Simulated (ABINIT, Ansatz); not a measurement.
# Titanium (P6_3/mmc): phonons by linear response, part 4 of 4

Aim: the phonon dispersion of Titanium (P6_3/mmc), checked by a second program.

ABINIT 10.8.3; DFT PBEsol, scalar-relativistic, plane waves, PseudoDojo norm-conserving pseudopotentials.

So far, highest frequency (cm⁻¹): step 7 (interpolated phonon bands) 284.

## 9. The same in Ansatz

A second program on the same cell, potentials, cutoff and meshes tests the implementation of the phonon response, not its convergence.

This step: DFT PBEsol, scalar-relativistic, plane waves, PseudoDojo norm-conserving pseudopotentials (Ansatz 0.2.0).

File input.yaml:

```yaml
crystal:
  lattice:
    - [2.9024515079, 0.0, 0.0]
    - [-1.4512257539, 2.5135967391, 0.0]
    - [0.0, 0.0, 4.5941141146]
  atoms:
    - { symbol: Ti, position: [0.3333333333, 0.6666666667, 0.25] }
    - { symbol: Ti, position: [0.6666666667, 0.3333333333, 0.75] }
kpoints:
  mp_grid: { grid: [12, 12, 6] }
hamiltonian:
  xc: pbesol
  pseudopotentials: { kind: nc, accuracy: standard }
scf:
  occupations: { method: gaussian, width: 0.27211 }
output:
  eigenvalues: true
basis:
  ecutwfc: 1034.033
phonons:
  method: dfpt
  qmesh: [3, 3, 2]
  temperatures: { t_max: 1000, t_step: 50 }
  qpath:
    path:
      - [[0.0, 0.0, 0.0], [0.5, 0.0, 0.0], [0.33333333, 0.33333333, 0.0], [0.0, 0.0, 0.0], [0.0, 0.0, 0.5], [0.5, 0.0, 0.5], [0.33333333, 0.33333333, 0.5], [0.0, 0.0, 0.5]]
      - [[0.5, 0.0, 0.5], [0.5, 0.0, 0.0]]
      - [[0.33333333, 0.33333333, 0.5], [0.33333333, 0.33333333, 0.0]]
    npoints: 10
  electrical_resistivity: { temperatures: [77, 300], mesh: [24, 24, 12] }
```

The run is started by

```console
ansatz run input.yaml --threads 16 --pin off --max-ram 32768MiB --backend cpu --events-out ev --progress --plain --runs-dir out
```

Numbers of over 12 decimals in the logs are rounded to 6 here.

Log:

```text
Warning: basis.ecutwfc = 1034.033 eV is below the records' recommended 1142.878222 eV, and the density's cutoff is lower with it unless basis.ecutrho_ratio is high enough to keep the records' density cutoff: compare with a run at a higher cutoff
Engine: ansatz 0.2.0, aarch64-unknown-linux-gnu
Pseudopotentials: kind: nc
Pseudopotential: Ti, nc, valence charge 12, recommended cutoff 1142.878222 eV (normal), Ti.nc.azcp (PseudoDojo's, or run here from an input of PseudoDojo's; its table is named by hamiltonian.pseudopotentials.accuracy)
Functional definition: PBEsol
  exchange = pbesol_x
  correlation = pbesol_c
Crystal: 2 atoms, lattice volume = 33.517 Å³
Basis set: ecut = 1034.033 eV, 2563 PW (Γ), exchange–correlation on 64×64×100 points (8 copies of the dense FFT grid, shifted against one another)
Bands: 16, of which v1, the nominal top of the filled ones, is band 12 counted from 1 (11 counted from 0)
Symmetry: 24 space group operations
k-points: 76 of 864
Non-local potential: Ti, projectors of the file, l = 0: 2, l = 1: 2, l = 2: 2
Initial density: superposition of atomic densities (chi_scale 0.1, normalization cell)
Initial wavefunctions: pseudopotential atomic-orbital guess
Functional: x = pbesol(κ = 0.804, μ = 0.123457), c = pbesol(β = 0.046)
SCF iter   1: F=—  HF=-3227.736837 eV  |F-HF|=—  |Δ(HF+E_count)|=         —  Δρ=6.08e-2  dr2=1.18e0  ethr=3.10e-3  ⟨swp⟩=5.1  Hψ=10480  notcnv=0
automatic band count: the SCF goes on with 20 bands, as 16 were too few: they end inside the smearing window of the response
preconditioner: auto → none  [metal: Δε(μ)=0.073 eV  Ē_g=4.691 eV  σ=0.272 eV  W_gap=0.15  n_scr=8 (ndim 8)  ℏωp=18.1 eV  f_vac=0.000  D(μ)=1.84/eV (n_scr^D=22)  sad-step TF]
SCF iter   2: F=—  HF=-3227.403322 eV  |F-HF|=—  |Δ(HF+E_count)|=   3.34e-1  Δρ=2.44e-2  dr2=1.90e-1  ethr=3.10e-3  ⟨swp⟩=2.8  Hψ=2944  notcnv=0  defer=100
SCF iter   3: F=—  HF=-3227.350852 eV  |F-HF|=—  |Δ(HF+E_count)|=   5.25e-2  Δρ=4.21e-3  dr2=2.84e-3  ethr=7.93e-4  ⟨swp⟩=2.5  Hψ=2027  notcnv=0  defer=100
SCF iter   4: F=—  HF=-3227.350806 eV  |F-HF|=—  |Δ(HF+E_count)|=   4.59e-5  Δρ=5.86e-4  dr2=3.18e-5  ethr=1.19e-5  ⟨swp⟩=2.3  Hψ=2245  notcnv=0  defer=100
SCF iter   5: F=—  HF=-3227.350802 eV  |F-HF|=—  |Δ(HF+E_count)|=   4.82e-6  Δρ=7.03e-5  dr2=7.59e-7  ethr=1.32e-7  ⟨swp⟩=2.6  Hψ=2436  notcnv=0  defer=100
SCF iter   6: F=—  HF=-3227.350801 eV  |F-HF|=—  |Δ(HF+E_count)|=   3.68e-7  Δρ=1.08e-5  dr2=1.12e-8  ethr=3.16e-9  ⟨swp⟩=2.5  Hψ=2491  notcnv=0  defer=100
SCF iter   7: F=—  HF=-3227.350801 eV  |F-HF|=—  |Δ(HF+E_count)|=   5.17e-9  Δρ=1.96e-6  dr2=2.68e-10  ethr=4.66e-11  ⟨swp⟩=2.0  Hψ=2354  notcnv=0  defer=100
SCF iter   8: F=-3227.350801 eV  HF=-3227.350801 eV  |F-HF|=1.36e-12  |Δ(HF+E_count)|=  2.05e-11  Δρ=9.42e-8  dr2=1.46e-12  ethr=1.00e-12  ⟨swp⟩=11.0  Hψ=8005  notcnv=0
SCF 1 converged in 8 iterations: F = -3227.350801 eV  dr2 = 1.46e-12
NSCF: frozen V_eff on 76 k-points
NSCF: frozen V_eff on 172 k-points
DFPT response loops at q = (0, 0, 0) (fractional): preconditioner auto → Kerker (q_TF=auto, 2.581 Å⁻¹) (partly filled bands, converged f_vac=0.000); β = 1.00, the filter's whole step (`scf.mixing.beta` (0.50) is not read by the response loops under this deck's `scf.mixing.preconditioner`; to damp them name `kerker` or `kerker_dos`, under which they read `scf.mixing.beta`, and type it under 1.00, their step now; both keys bind the ground state too); Broyden in place of MSR1
NSCF: frozen V_eff on 344 k-points
DFPT response loops at q = (0, 0, -0.5) (fractional): mixed as the last ones told, above
NSCF: frozen V_eff on 624 k-points
DFPT response loops at q = (0, 0.333333, 0) (fractional): mixed as the last ones told, above
NSCF: frozen V_eff on 624 k-points
DFPT response loops at q = (0, 0.333333, -0.5) (fractional): mixed as the last ones told, above
NSCF: frozen V_eff on 624 k-points
DFPT response loops at q = (0.333333, 0.333333, 0) (fractional): mixed as the last ones told, above
NSCF: frozen V_eff on 624 k-points
DFPT response loops at q = (0.333333, 0.333333, -0.5) (fractional): mixed as the last ones told, above
Bands: 20, of which v1, the nominal top of the filled ones, is band 12 counted from 1 (11 counted from 0)
SCF iter   1: F=—  HF=-3227.736837 eV  |F-HF|=—  |Δ(HF+E_count)|=         —  Δρ=6.08e-2  dr2=1.18e0  ethr=3.10e-3  ⟨swp⟩=5.1  Hψ=6066  notcnv=0
SCF iter   2: F=—  HF=-3227.403322 eV  |F-HF|=—  |Δ(HF+E_count)|=   3.34e-1  Δρ=2.44e-2  dr2=1.90e-1  ethr=3.10e-3  ⟨swp⟩=2.8  Hψ=2944  notcnv=0  defer=100
SCF iter   3: F=—  HF=-3227.350852 eV  |F-HF|=—  |Δ(HF+E_count)|=   5.25e-2  Δρ=4.21e-3  dr2=2.84e-3  ethr=7.93e-4  ⟨swp⟩=2.5  Hψ=2027  notcnv=0  defer=100
SCF iter   4: F=—  HF=-3227.350806 eV  |F-HF|=—  |Δ(HF+E_count)|=   4.59e-5  Δρ=5.86e-4  dr2=3.18e-5  ethr=1.19e-5  ⟨swp⟩=2.3  Hψ=2245  notcnv=0  defer=100
SCF iter   5: F=—  HF=-3227.350802 eV  |F-HF|=—  |Δ(HF+E_count)|=   4.82e-6  Δρ=7.03e-5  dr2=7.59e-7  ethr=1.32e-7  ⟨swp⟩=2.6  Hψ=2436  notcnv=0  defer=100
SCF iter   6: F=—  HF=-3227.350801 eV  |F-HF|=—  |Δ(HF+E_count)|=   3.68e-7  Δρ=1.08e-5  dr2=1.12e-8  ethr=3.16e-9  ⟨swp⟩=2.5  Hψ=2491  notcnv=0  defer=100
SCF iter   7: F=—  HF=-3227.350801 eV  |F-HF|=—  |Δ(HF+E_count)|=   5.17e-9  Δρ=1.96e-6  dr2=2.68e-10  ethr=4.66e-11  ⟨swp⟩=2.0  Hψ=2354  notcnv=0  defer=100
SCF iter   8: F=-3227.350801 eV  HF=-3227.350801 eV  |F-HF|=4.55e-13  |Δ(HF+E_count)|=  1.18e-11  Δρ=9.41e-8  dr2=1.47e-12  ethr=1.00e-12  ⟨swp⟩=3.2  Hψ=3719  notcnv=0
SCF 2 converged in 8 iterations: F = -3227.350801 eV  dr2 = 1.47e-12
NSCF: frozen V_eff on 76 k-points
NSCF: frozen V_eff on 76 k-points
[...]
SCF converged after 8 iterations
Free energy (F): -3227.350801 eV
Harris-Foulkes:  -3227.350801 eV  (|F-HF|=1.36e-12)
Internal energy: -3227.268884 eV  (E = F + TS)
E sigma→0 (E₀):  -3227.309843 eV
Entropy (-TS):   -0.081917 eV (-40.959 meV/atom)
Fermi energy:    13.831260 eV
--- Per-component energies (eV) ---
  E_band       = -300.330790
  E_kinetic    = 1278.036275
  E_local      = -2364.169643  (includes V_loc(G=0)·N_el)
  E_nonlocal   = 25.129333
  E_hartree    = 644.243729
  E_xc         = -470.615729
  E_vxc        = -527.814259  (∫ρ·V_xc dr)
  E_ewald      = -2339.892849
  E_smearing   = -0.081917  (= −TS)
  E_closure    = 0.000000  (closes the sum)
  Σ components = -3227.350801   (vs F -3227.350801, Δ=0.00e0)
--- Band table (eV; the first three rows and the last of 76) ---
  k-point 0: bands = [... 8 lower, 7.5807, 11.0768, 14.6549, 14.6549, 14.7300, 14.7982, 15.1872, 15.1872, ... 4 higher]
  k-point 1: bands = [... 8 lower, 7.8221, 10.9630, 14.3519, 14.5538, 14.5538, 14.6629, 15.0565, 15.0565, ... 4 higher]
  k-point 2: bands = [... 8 lower, 8.5046, 10.4426, 13.8923, 14.3197, 14.4724, 14.4724, 14.7844, 14.7844, ... 4 higher]
  k-point 75: bands = [... 8 lower, 12.5561, 12.5561, 12.7254, 12.7254, 13.6590, 13.6590, 15.6076, 15.6076, ... 4 higher]
--- Phonons (Γ-DFPT): 2 representative perturbations + reference (Σ response iterations 8) ---
  ASR residual: 8.781e-5 → 0.000e0 eV/Å²; symmetrization residual: 3.963e-10 eV/Å²
  ASR residual per site (eV/Å²): 8.78e-5 8.78e-5
  Γ frequencies (cm⁻¹): 0.00 0.00 0.00 116.48 116.48 203.58
--- Phonons (arbitrary-q DFPT): 6 irreducible q on the 3×3×2 mesh ---
  q = [0.0000, 0.0000, 0.0000] (star 1, of the zone-centre solve; hermiticity 1.09e-10, symmetrization 5.43e-11): -0.00 0.00 0.00 116.48 116.48 203.58
  q = [0.0000, 0.0000, -0.5000] (star 1, 2 solved perturbations in 248 linear systems a pass and spin channel, the states on 172 of 864 k-point pairs; hermiticity 1.41e-8, symmetrization 7.05e-9): 87.23 87.23 87.23 87.23 192.99 192.99
  q = [0.0000, 0.3333, 0.0000] (star 6, 3 solved perturbations on 312 of 864 k-point pairs; hermiticity 2.24e-8, symmetrization 4.90e-10): 81.60 103.68 204.50 212.79 213.39 238.76
  q = [0.0000, 0.3333, -0.5000] (star 6, 3 solved perturbations on 312 of 864 k-point pairs; hermiticity 3.42e-8, symmetrization 4.34e-10): 158.81 158.81 161.37 161.37 249.32 249.32
  q = [0.3333, 0.3333, 0.0000] (star 2, 2 solved perturbations in 436 linear systems a pass and spin channel, the states on 312 of 864 k-point pairs; hermiticity 1.10e-8, symmetrization 5.49e-9): 174.44 174.44 192.01 192.01 221.14 283.86
  q = [0.3333, 0.3333, -0.5000] (star 2, 2 solved perturbations in 436 linear systems a pass and spin channel, the states on 312 of 864 k-point pairs; hermiticity 1.13e-8, symmetrization 5.66e-9): 68.86 68.86 250.30 250.30 261.16 261.16
  sum rule: each row above includes the acoustic sum rule's correction from the zone centre's row sums; it moved no ω² by more than (0.71 cm⁻¹)²
  mesh force constants: q→R imaginary residual 0.00e0; ASR residual 8.781e-5 → 0.000e0 eV/Å²; symmetrization residual 1.776e-15 eV/Å²
  interpolated dispersion: 93 rows × 6 modes
  density of states and harmonic sums: on the 24×24×14 q-mesh, interpolated from the force constants of a 3×3×2 supercell (no non-analytic term)
  largest difference from the sums on the solved wave vectors: F 2.82e-2 eV, S 4.25e-5 and C_V 1.43e-5 eV/K
  zero-point energy: 0.066730 eV/cell   skipped modes (ω ≤ 0): 3   left out of the sums: 6.20e-5 of the cell's modes: C_V's classical limit lies that fraction below 3 k_B per atom; for a crystal, a wire or a layer, F and S can be off by more, and a phonons.interpolated_qmesh denser along its periods is the remedy for the sampling
--- Electrical resistivity: potentials and phonons of a 3×3×2 supercell ---
  scattering by harmonic phonons alone, with no dipole-dipole term; scattering by other electrons, impurities, surfaces and spin disorder is left out, and so is spin–orbit coupling
  the resistivity is that of a variational response, whose dependence on the energy is improved iteratively
  at the Fermi level of each mesh (of a tensor a third of its trace):
           mesh   spin    states/(eV spin)  plasma energy (eV)         λ      λ_tr    ħω_log (meV)
       24×24×12                     0.8812              3.9438    0.5832    0.6348          16.996
        12×12×6                     0.8555              3.9748    0.5613    0.6205          16.958
          6×6×3                     1.1452              4.0363    0.7346    0.7924          17.635
  resistivity on the deck's mesh, µΩ·cm:
     T (K)       trace/3  mesh converged            xx            yy            zz    lowest order   relaxation time
     77.00      6.0227e0              no      6.1109e0      6.1109e0      5.8464e0        7.1871e0          5.6339e0
    300.00      4.6529e1             yes      4.6345e1      4.6345e1      4.6896e1        4.8655e1          4.2970e1
  mean free path at 77 K (of a tensor a third of its trace): 23.6 nm by what each carries, 18.9 by the Fermi surface alone
  Hall coefficient in a weak field at 77 K (a third of the trace): 9.223e-11 m³/C (as a tensor it moves by 9.2 % between the two finest meshes); by each state's relaxation time: 6.614e-11 m³/C; by a constant relaxation time: -1.207e-11 m³/C
  mean free path at 300 K (of a tensor a third of its trace): 2.75 nm by what each carries, 2.45 by the Fermi surface alone
  Hall coefficient in a weak field at 300 K (a third of the trace): 2.188e-11 m³/C (as a tensor it moves by 0.8 % between the two finest meshes); by each state's relaxation time: 1.907e-11 m³/C; by a constant relaxation time: -1.403e-11 m³/C
  the resistivity times a path that all electrons share, by the Fermi surface of the deck's mesh alone (a third of the trace): 1.141e-15 Ω·m²
  not converged in the mesh (λ; λ_tr; the resistivity at 77 K by 4.80 %): between neighbouring meshes, the two finest first, λ moves by 3.76 % and 30.87 %, λ_tr by 2.25 % and 28.34 % and the resistivity by up to 4.80 % and 60.68 %; an estimate, no bound, puts it up to 1.1e-7 % above the Boltzmann equation's exact value after up to 5 iterations (at most 30 are made, fewer where the estimate is under 1.0e-6 % of each spin channel's own resistivity)
  vibrations of 18 cells: unjudged by the run; compare a larger repeat
  the changes of the potential over all sites missed a rigid shift's by 0.00 % (the site terms' by 0.00 %)
  at the force constants' own smearing the fine mesh and the k-points of their solves give squared frequencies that differ by 2.2 % of the larger at the most, at (0, 0.3333, 0)
```

Elapsed: 2.7 min, on 16 threads of Arm Neoverse V1, shared host; peak memory 2.1 GiB; 41 min of CPU time.

Numbers from this step:

| Property | Result |
| --- | --- |
| sum-rule residual before enforcement | 8.78e-5 eV/Å² |
| mean frequency | 179.4 cm⁻¹ |
| Debye temperature (second moment) | 351 K |
| logarithmic mean frequency | 168.1 cm⁻¹ |
| highest optical zone-centre mode (no LO-TO term) | 203.6 cm⁻¹ |
| lowest mode on the q mesh (acoustic ones at the zone centre apart) | 68.86 cm⁻¹ |
| vibrational entropy at 300 K | 31.15 J/(mol atoms K) |

## 10. Side by side: ABINIT PseudoDojo and Ansatz, PseudoDojo

Numbers from this step:

| Property | Result |
| --- | --- |
| root-mean-square difference | 0.25 cm⁻¹ |
| largest difference | 0.9 cm⁻¹ |
| root-mean-square difference on the path | 0.2 cm⁻¹ |
| largest difference on the path | 1 cm⁻¹ |

The 12 of 33 modes that differ most. Frequencies side by side:

| q (reciprocal lattice) | mode | ABINIT PseudoDojo (cm⁻¹) | Ansatz, PseudoDojo (cm⁻¹) |
| --- | --- | --- | --- |
| 0.3333 0 0 | 1 | 82.5 | 81.6 |
| 0.3333 0 0 | 2 | 103.2 | 103.7 |
| 0.3333 0 0 | 4 | 213.1 | 212.8 |
| 0.3333 0 0 | 5 | 213.1 | 213.4 |
| 0.3333 0.3333 0 | 1 | 174.2 | 174.4 |
| 0.3333 0.3333 0 | 2 | 174.2 | 174.4 |
| 0.3333 0.3333 0 | 3 | 191.8 | 192 |
| 0.3333 0.3333 0 | 4 | 191.8 | 192 |
| 0 0 0.5 | 5 | 192.7 | 193 |
| 0 0 0.5 | 6 | 192.7 | 193 |
| 0.3333 0 0.5 | 1 | 159.1 | 158.8 |
| 0.3333 0 0.5 | 2 | 159.1 | 158.8 |

The interpolated bands of the two lie on top of each other.

At the solved wavevectors the largest difference (acoustic modes at Γ apart) is 0.3 % of the highest mode.

## 11. Results

| Quantity | Value |
| --- | --- |
| space group after relaxation | P6_3/mmc |
| volume per atom | 16.8 Å³ |
| highest optical zone-centre mode (no LO-TO term) | 203.4 cm⁻¹ |
| lowest optical zone-centre mode | 116.5 cm⁻¹ |
| q mesh | 3×3×2 |
| lowest mode on the q mesh (acoustic ones at the zone centre apart) | 68.8 cm⁻¹ |
| zero-point energy per atom | 33.4 meV |
| heat capacity at 300 K | 23.3 J/(mol atoms K) |
| vibrational entropy at 300 K | 31.1 J/(mol atoms K) |
| imaginary modes on the q mesh | none |
| largest difference from Ansatz, PseudoDojo | 0.9 cm⁻¹ |

In words: Titanium (P6_3/mmc) is dynamically stable on the 3×3×2 mesh; its spectrum reaches 284 cm⁻¹. At the PBEsol level the optical modes of Titanium (P6_3/mmc) at the zone centre run from 116 to 203 cm⁻¹. Along axes with an odd number of divisions the mesh misses the zone-boundary points at one half, where instabilities often lie; those are only interpolated. ABINIT PseudoDojo and Ansatz, PseudoDojo agree to 0.90 cm⁻¹ (0.3 % of the highest mode compared) on all solved modes but the acoustic ones at Γ. These are harmonic frequencies at zero temperature: anharmonic shifts and linewidths and thermal expansion are left out. In a metal the frequencies hang on the k mesh and the smearing, most of all near Kohn anomalies. Ansatz warns that the cutoff lies 10 % under the one recommended for these files; agreement at one cutoff is not convergence. Electron-phonon sums were run after this but are left out, since no second program bore their λ out within 30 %; a λ that a log prints is not taken as a result. The q mesh stands for a supercell only 8.7 Å across, so branches between the solved wavevectors are rough.

[Host names and launcher messages were left out of these logs when they were recorded.]

[Logs are printed without paths, hosts, clocks, repeated set-up lines and the standing remarks that a program may print on its own settings, such as how far it seeks lower states.]

[Hosts, paths, dates, database ids (printed as entryN), source tags and the programs' standing remarks are cut or masked in the printed files.]
